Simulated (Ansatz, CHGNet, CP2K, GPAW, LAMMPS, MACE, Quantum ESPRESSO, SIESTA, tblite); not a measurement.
**Amorphous polyacrylonitrile (as short chains C14N4H18) at 360 K (108 atoms): one structure in several programs**

How near do other programs and methods come to a plane-wave reference for amorphous polyacrylonitrile (as short chains C14N4H18) at 360 K (108 atoms)? A plane-wave run serves as the reference.

Main program and level: Quantum ESPRESSO 7.5; Kohn-Sham DFT, PBE, SSSP efficiency 1.3.0 pseudopotentials, plane waves.

## 1. The starting structure

The cell holds 108 atoms: 42 C, 12 N and 54 H. Its edges and angles: a = 10.346 Å, b = 10.346 Å, c = 10.346 Å, α = 90.0°, β = 90.0°, γ = 90.0°. 3 polyacrylonitrile chains of 4 units with methyl end groups placed at random, at 1.09 g/cm³; overlaps pushed apart, then 20 ps at 800 K with MMFF94 bonds, angles, torsions, charges and radii (Halgren, J. Comput. Chem. 17, 490 (1996)) in harmonic and 12-6 forms. Snapshot after 30 ps at 360 K and fixed volume.

## 2. Reference: Quantum ESPRESSO, plane waves

The input, pw.in:

```
&control
  calculation = 'scf'
  pseudo_dir = './pseudo'
  outdir = './tmp'
  disk_io = 'none'
  tprnfor = .true.
  tstress = .true.
/
&system
  ibrav = 0
  nat = 108
  ntyp = 3
  ecutwfc = 60
  ecutrho = 480
  nosym = .true.
  occupations = 'smearing'
  smearing = 'fd'
  degauss = 0.003675
/
&electrons
  conv_thr = 5.4e-07
  electron_maxstep = 100
  mixing_beta = 0.4
  mixing_mode = 'plain'
  diagonalization = 'david'
/
ATOMIC_SPECIES
C 12.011 C.upf
N 14.007 N.upf
H 1.008 H.upf
CELL_PARAMETERS angstrom
10.34621 0.00000 0.00000
0.00000 10.34621 0.00000
0.00000 0.00000 10.34621
ATOMIC_POSITIONS crystal
C 0.07060 0.70091 0.35933
C 0.16266 0.62867 0.26624
C 0.26048 0.72437 0.21704
C 0.21981 0.77282 0.08786
N 0.19147 0.82295 0.99055
C 0.39845 0.66595 0.21973
C 0.44576 0.56826 0.12032
C 0.46304 0.63946 0.00043
N 0.44865 0.70140 0.91164
C 0.34655 0.45528 0.10850
C 0.41904 0.33119 0.07886
C 0.51480 0.29506 0.18332
[... 92 atom lines left out ...]
H 0.37145 0.90411 0.65748
H 0.35809 0.71086 0.52784
H 0.52300 0.73035 0.47477
H 0.48817 0.68599 0.64375
K_POINTS gamma
```

The run is started by

```sh
$ OMP_NUM_THREADS=1 mpirun -np 2 pw.x -in pw.in > output.txt
```

The program printed:

```text
Program PWSCF
     gamma-point specific algorithms are used
     Parallelization info
     sticks:   dense  smooth     PW     G-vecs:    dense   smooth      PW
     Min        7307    3652    914               663515   234576   29182
     Max        7310    3653    915               663518   234577   29183
     Sum       14617    7305   1829              1327033   469153   58365
     bravais-lattice index     =            0
     lattice parameter (alat)  =      19.5515  a.u.
     unit-cell volume          =    7473.7827 (a.u.)^3
     number of atoms/cell      =          108
     number of atomic types    =            3
     number of electrons       =       282.00
     number of Kohn-Sham states=          169
     kinetic-energy cutoff     =      60.0000  Ry
[... lines left out ...]
     scf convergence threshold =      5.4E-07
[... lines left out ...]
     number of k points=     1  Fermi-Dirac smearing, width (Ry)=  0.0037
[... lines left out ...]
     total energy              =   -1078.83364237 Ry
[... lines left out ...]
     total energy              =   -1079.26632958 Ry
[... lines left out ...]
     total energy              =   -1079.43195427 Ry
[... lines left out ...]
     total energy              =   -1079.48472782 Ry
[... lines left out ...]
     total energy              =   -1079.48472855 Ry
[... lines left out ...]
   -17.6672 -17.5636 -17.5324 -17.3697 -17.3416 -17.2399 -17.2004 -17.1948
   -17.1762 -17.0292 -16.8878 -16.6769 -16.3947 -16.1559 -16.1362 -15.8052
   -15.5045 -15.3856 -15.0137 -14.8766 -14.8610 -14.2574 -14.0415 -13.9121
[...]
4.8140   4.8497   4.8801   4.9919   5.0742   5.1608   5.2049   5.2967
     5.3091   5.3523   5.3957   5.5100   5.5622   5.6747   5.7490   5.8134
     5.9180
     the Fermi energy is     0.2717 ev
!    total energy              =   -1079.48472901 Ry
     estimated scf accuracy    <       0.00000026 Ry
     smearing contrib. (-TS)   =       0.00000000 Ry
     internal energy E=F+TS    =   -1079.48472901 Ry
     The total energy is F=E-TS. E is the sum of the following terms:
     one-electron contribution =    -695.77056165 Ry
     hartree contribution      =     439.02732840 Ry
     xc contribution           =    -297.14941537 Ry
     ewald contribution        =    -266.52450907 Ry
     one-center paw contrib.   =    -259.06757132 Ry
     convergence has been achieved in  11 iterations
     Forces acting on atoms (cartesian axes, Ry/au):
     atom    1 type  1   force =    -0.01101775    0.05192929   -0.13177893
     atom    2 type  1   force =    -0.07065853    0.04319841    0.02825199
     atom    3 type  1   force =     0.02872817    0.03019462   -0.03069915
[...]
atom  107 type  3   force =    -0.01430197   -0.00672649    0.02576026
     atom  108 type  3   force =    -0.01504865    0.02014390   -0.03323892
     Total force =     0.845750     Total SCF correction =     0.000664
     Computing stress (Cartesian axis) and pressure
          total   stress  (Ry/bohr**3)                   (kbar)     P=       32.20
   0.00030561  -0.00004813   0.00000268           44.96       -7.08        0.39
  -0.00004813   0.00018611   0.00001045           -7.08       27.38        1.54
   0.00000268   0.00001045   0.00016493            0.39        1.54       24.26
     Message from routine punch:
     Nothing written, as per user request (disk_io='none')
```

Elapsed: 1.8 min, on 2 MPI ranks of Arm Neoverse V2, shared host; peak memory 2.3 GiB.

Banners, paths, timers and routine set-up lines are dropped from the logs unmarked, and long logs keep their key lines alone; longer cuts are marked.

Numbers from this run:

- r.m.s. force component: 1.208 eV/Å
- longest force: 5.409 eV/Å
- pressure: 3.22 GPa
- gap (highest filled to lowest empty level): 5.888 eV

## 3. Local order

Pair distribution functions g(r), in bins of 0.2 Å:

| r (Å) | total | H-H | H-C | H-N | C-C | C-N | N-N |
| --- | --- | --- | --- | --- | --- | --- | --- |
| 0.90 | 0.08 | 0.00 | 0.20 | 0.00 | 0.00 | 0.00 | 0.00 |
| 1.10 | 4.01 | 0.00 | 8.74 | 0.00 | 0.00 | 7.20 | 0.00 |
| 1.30 | 0.05 | 0.00 | 0.00 | 0.00 | 0.00 | 0.58 | 0.00 |
| 1.50 | 1.29 | 0.25 | 0.00 | 0.00 | 8.11 | 0.00 | 0.00 |
| 1.70 | 0.46 | 1.62 | 0.00 | 0.00 | 0.38 | 0.00 | 0.00 |
| 1.90 | 0.29 | 1.08 | 0.05 | 0.00 | 0.00 | 0.00 | 0.00 |
| 2.10 | 1.59 | 0.82 | 3.56 | 0.00 | 0.00 | 0.00 | 0.00 |
| 2.30 | 0.73 | 1.36 | 0.79 | 0.13 | 0.45 | 0.00 | 0.00 |
| 2.50 | 1.47 | 1.67 | 1.01 | 1.39 | 3.04 | 0.53 | 0.00 |
| 2.70 | 1.07 | 1.26 | 1.37 | 0.74 | 0.35 | 0.98 | 0.00 |
| 2.90 | 0.83 | 1.14 | 0.82 | 1.62 | 0.29 | 0.00 | 0.00 |
| 3.10 | 0.90 | 1.14 | 0.81 | 1.40 | 0.82 | 0.09 | 0.65 |
| 3.30 | 0.98 | 0.61 | 0.99 | 1.81 | 0.41 | 1.77 | 1.65 |
| 3.50 | 1.06 | 0.76 | 0.89 | 1.69 | 0.36 | 3.10 | 1.49 |
| 3.70 | 0.80 | 0.73 | 0.68 | 0.95 | 0.58 | 1.77 | 0.91 |
| 3.90 | 0.84 | 0.73 | 0.70 | 1.07 | 0.96 | 1.03 | 2.38 |
| 4.10 | 0.95 | 0.81 | 1.08 | 0.89 | 0.86 | 1.09 | 0.36 |
| 4.30 | 0.87 | 1.00 | 0.77 | 0.92 | 0.62 | 1.19 | 2.00 |
| 4.50 | 1.06 | 1.02 | 1.04 | 1.10 | 1.27 | 1.00 | 0.30 |
| 4.70 | 0.95 | 0.99 | 0.81 | 1.32 | 0.90 | 1.11 | 0.54 |
| 4.90 | 1.01 | 1.10 | 0.89 | 0.88 | 1.04 | 1.35 | 1.27 |
| 5.10 | 1.10 | 0.99 | 1.18 | 1.02 | 1.25 | 1.01 | 0.96 |

Bonds by pair of elements; cutoffs follow the first minimum of g(r), held within bounds set by covalent radii, and pairs that aren't listed don't count as bonded (cutoffs were set anew for this text, so counts can differ from the run's own analysis):

| pair A-B | cutoff (Å) | bonds | mean length (Å) | spread (Å) | shortest (Å) | B about A | A about B |
| --- | --- | --- | --- | --- | --- | --- | --- |
| H-C | 1.34 | 54 | 1.09 | 0.042 | 0.993 | 1 | 1.29 |
| C-C | 1.85 | 39 | 1.51 | 0.042 | 1.44 | 1.86 | 1.86 |
| C-N | 1.62 | 12 | 1.16 | 0.022 | 1.13 | 0.286 | 1 |

How many atoms have how many bonded neighbours:

| element | mean | 1 | 2 | 4 |
| --- | --- | --- | --- | --- |
| C | 3.43 | 0 | 12 | 30 |
| H | 1 | 54 | 0 | 0 |
| N | 1 | 12 | 0 | 0 |

## 4. The ladder

The programs:
- CHGNet: machine-learned potential, published weights.
- CP2K 2026.2: Gaussian basis with GTH pseudopotentials and a plane-wave density; labels give functional, basis (MOLOPT sets; SR short-range, UZH the newer set with its own potentials), grid cutoff/relative cutoff and solver (OT: orbital transformation; TRS4, TC2, SIGN: linear-scaling purification with its sparsity filter), or its built-in tight binding.
- GPAW 26.7.0: PAW with atomic orbitals (LCAO), plane waves or a real-space grid of spacing h.
- MACE: machine-learned potential, published weights.
- Quantum ESPRESSO 7.5: plane waves; labels (QE) give functional, pseudopotential set and cutoffs of waves/density.
- SIESTA 5.4.2: numerical atomic orbitals, whose automatically made sets are far from complete, with PseudoDojo norm-conserving potentials that we converted to its format (checked against plane waves on the same files for H, C, O, Si, Ge and Ca alone); labels give functional, basis size, energy shift and mesh cutoff.
- tblite 0.8.0: extended tight binding, driven from Python.

All use the same cell and atoms; the electronic-structure runs use the same k-mesh, and an electronic temperature of 580 K (0.05 eV) where levels are smeared.

Differences are against the plane-wave reference, forces as r.m.s. over components; share is that over the reference's r.m.s. force, slope the least-squares factor from reference forces to these. Total energies of different programs have different zeros and aren't compared.

| run | Δ force, r.m.s. (meV/Å) | share (%) | slope | Δ pressure (GPa) | Δ gap (eV) | cores | CPU time | memory (GiB) |
| --- | --- | --- | --- | --- | --- | --- | --- | --- |
| reference | - | - | - | - | - | 2 | 3.6 min | 2.3 |
| CHGNet 0.3.0 potential | 242 | 20.0 | 0.962 | -0.107 | - | 1 | 3.9 s | 2.2 |
| CP2K PBE, DZVP-MOLOPT-SR, 210/50 Ry, OT DIIS (coarse) | 134 | 11.1 | 1.025 | 0.556 | 0.143 | 2 | 6.9 min | 0.58 |
| CP2K PBE, DZVP-MOLOPT-SR, 600/50 Ry, OT DIIS | 137 | 11.4 | 1.024 | 0.549 | 0.144 | 4 | 8.9 min | 2.6 |
| CP2K PBE, SZV-MOLOPT-SR, 600/50 Ry, OT DIIS (coarse) | 1888 | 156 | 1.302 | 6.38 | 1.04 | 2 | 5 min | 1.6 |
| GPAW PBE, LCAO dzp, h 0.18 Å | 569 | 47.1 | 1.124 | - | 0.163 | 2 | 89 s | 1.2 |
| MACE MP-0b2 small potential | 180 | 14.9 | 1.016 | -0.683 | - | 1 | 6 s | 0.7 |
| MACE MP-0b3 medium potential | 169 | 14.0 | 0.989 | -0.485 | - | 1 | 8.1 s | 1.4 |
| QE PBE, gbrv-1.5, 40/200 Ry | 136 | 11.2 | 1.049 | 0.519 | 0.0066 | 2 | 85 s | 0.76 |
| SIESTA PBE, DZ, shift 0.01 Ry, mesh 500 Ry (coarse) | 893 | 73.9 | 1.189 | 4.28 | 0.448 | 2 | 90 s | 1.1 |
| SIESTA PBE, DZP, shift 0.01 Ry, mesh 500 Ry | 723 | 59.8 | 1.170 | 3.86 | 0.148 | 2 | 3.5 min | 1.7 |
| SIESTA PBE, DZP, shift 0.02 Ry, mesh 500 Ry | 552 | 45.7 | 1.144 | 1.15 | 0.249 | 2 | 2.5 min | 1.4 |
| SIESTA PBE, SZP, shift 0.01 Ry, mesh 500 Ry (coarse) | 1914 | 158 | 1.361 | 10.1 | 0.335 | 2 | 2.8 min | 1.6 |
| tblite GFN1-xTB | 476 | 39.4 | 0.951 | -3.48 | - | 1 | 2 s | 0.16 |
| tblite GFN2-xTB | 591 | 48.9 | 0.931 | -4.22 | - | 1 | 7.8 s | 0.16 |

Rows marked coarse were listed beforehand as settings not expected to be converged; some can still land near the reference.

Times of the machine-learned potentials are mostly Python's start and the loading of weights.

CPU time is summed over cores on a shared host, where runs went side by side, so it is rough. Symmetry, cutoffs, thresholds, outputs and thread counts weren't matched or tuned between programs; memory under MPI is the largest rank's times the ranks.

Left out of the table, since they converged to an unphysical state: CP2K PBE, DZVP-MOLOPT-SR, 600/50 Ry, TC2 filter 1e-07, SCF 1e-07 (forces off by up to 303 eV/Å); CP2K PBE, DZVP-MOLOPT-SR, 600/50 Ry, TC2 filter 1e-03, SCF 1e-04 (forces off by up to 303 eV/Å); CP2K PBE, DZVP-MOLOPT-SR, 600/50 Ry, TC2 filter 1e-05, SCF 1e-06 (forces off by up to 303 eV/Å).

Mean charges by element (e), by run and scheme:

| run | scheme | C | N | H |
| --- | --- | --- | --- | --- |
| CP2K PBE, DZVP-MOLOPT-SR, 600/50 Ry, OT DIIS | Mulliken | +0.01 | -0.40 | +0.08 |
| CP2K PBE, DZVP-MOLOPT-SR, 600/50 Ry, OT DIIS | Hirshfeld | -0.01 | -0.17 | +0.04 |
| SIESTA PBE, DZP, shift 0.01 Ry, mesh 500 Ry | Hirshfeld | +0.01 | -0.17 | +0.03 |
| SIESTA PBE, DZP, shift 0.02 Ry, mesh 500 Ry | Hirshfeld | +0.03 | -0.16 | +0.01 |
| tblite GFN1-xTB | Mulliken | +0.03 | -0.31 | +0.05 |
| tblite GFN2-xTB | Mulliken | 0.00 | -0.25 | +0.05 |

Within one program, basis, potentials and functional, energies share a zero. Each run against its twin at the usual cutoff or grid and solver:

| run | twin | Δ energy (meV/atom) | Δ force, r.m.s. (meV/Å) | CPU time over the twin's |
| --- | --- | --- | --- | --- |
| CP2K PBE, DZVP-MOLOPT-SR, 210/50 Ry, OT DIIS | DZVP-MOLOPT-SR, 600/50 Ry, OT DIIS | -0.142 | 27.9 | 0.78 (this twin ran on 4 cores) |

## 5. Summary of results

| Quantity | Value |
| --- | --- |
| reference r.m.s. force component | 1.21 eV/Å |
| nearest in forces | a tie at 11 % of 3 runs: CP2K PBE, DZVP-MOLOPT-SR, 210/50 Ry, OT DIIS (coarse); CP2K PBE, DZVP-MOLOPT-SR, 600/50 Ry, OT DIIS; QE PBE, gbrv-1.5, 40/200 Ry |
| farthest in forces | SIESTA PBE, SZP, shift 0.01 Ry, mesh 500 Ry (coarse), 158 % |
| cheapest electronic-structure run beside the reference | tblite GFN1-xTB, 2 s of CPU time |

**Reading.** PBE on plane waves or a grid with other potentials, cutoffs or grids, coarse settings apart, differs from the reference by 11 % (QE PBE, gbrv-1.5, 40/200 Ry) of the r.m.s. force; potentials, valence shells or grid differ, and the table alone doesn't part them. The PBE runs in local orbitals, coarse settings apart, differ by 11 % (CP2K PBE, DZVP-MOLOPT-SR, 600/50 Ry, OT DIIS) to 60 % (SIESTA PBE, DZP, shift 0.01 Ry, mesh 500 Ry); basis, grid and potentials can all enter. Tight binding differs by 39 % (tblite GFN1-xTB) to 49 % (tblite GFN2-xTB); it is another model, with fitted parameters of its own, and the xTB methods hold dispersion. Machine-learned potentials differ by 14 % (MACE MP-0b3 medium potential) to 20 % (CHGNet 0.3.0 potential); they were trained on other programs' data. Runs with settings chosen to be coarse differ by 11 % (CP2K PBE, DZVP-MOLOPT-SR, 210/50 Ry, OT DIIS) to 158 % (SIESTA PBE, SZP, shift 0.01 Ry, mesh 500 Ry), their programs' other errors included. Of the electronic-structure runs that take under half the reference's CPU time, QE PBE, gbrv-1.5, 40/200 Ry comes nearest, at 11 % in 85 s against 3.6 min. At the same functional, gaps differ from the reference's 5.89 eV by between +0.01 and +1.04 eV. A likely cause of the wide gaps: compact atomic orbitals describe empty levels worse than filled ones. In pressure, SIESTA PBE, SZP, shift 0.01 Ry, mesh 500 Ry misses by +10.1 GPa, at the same functional. Charges hang on model, scheme and program or settings: among these rows the mean for N runs from -0.40 to -0.16 e. In the reference: filled and empty levels are parted by 5.89 eV (on the run's k-points); a semilocal functional tends to put such gaps too low. In a disordered cell it changes from sample to sample, and tail or defect levels can set it. In the reference: By these cutoffs 71 % of C atoms have 4, all H atoms have 1 and all N atoms have 1 bonded neighbour. Periodic xTB results under one method name differ between programs and library versions. The reference's pressure holds the uncorrected Pulay stress of its 60 Ry basis, so small pressure differences, and their order, may be the reference's own error. Machine-learned potentials mimic data converged in k, so the reference's own k-point error enters their differences. The network of contacts between molecules at the start is that of the classical potential that made the cell, and needn't be the one that DFT or experiment would give. The reference's PBE has no dispersion term, which matters for the binding between molecules or layers. The density was typed from a rule of thumb and may lie off the real one at this temperature. The electronic-structure runs sample only Γ, in a cell whose shortest periodic width is 10 Å.

[Also dropped from logs without a mark: logging warnings of Python, and SIESTA's first energy breakdown and zero terms.]

[Logs are printed without paths, hosts, clocks, repeated set-up lines and the standing remarks that a program may print on its own settings, such as how far it seeks lower states.]

[Hosts, paths, dates, database ids (printed as entryN), source tags and the programs' standing remarks are cut or masked in the printed files.]

[The MMFF94 radii named for the starting cell were scaled by 0.96; in molecules described by MMFF94, hydrogen bound to N, O or S took a small fixed 12-6 site in their place.]
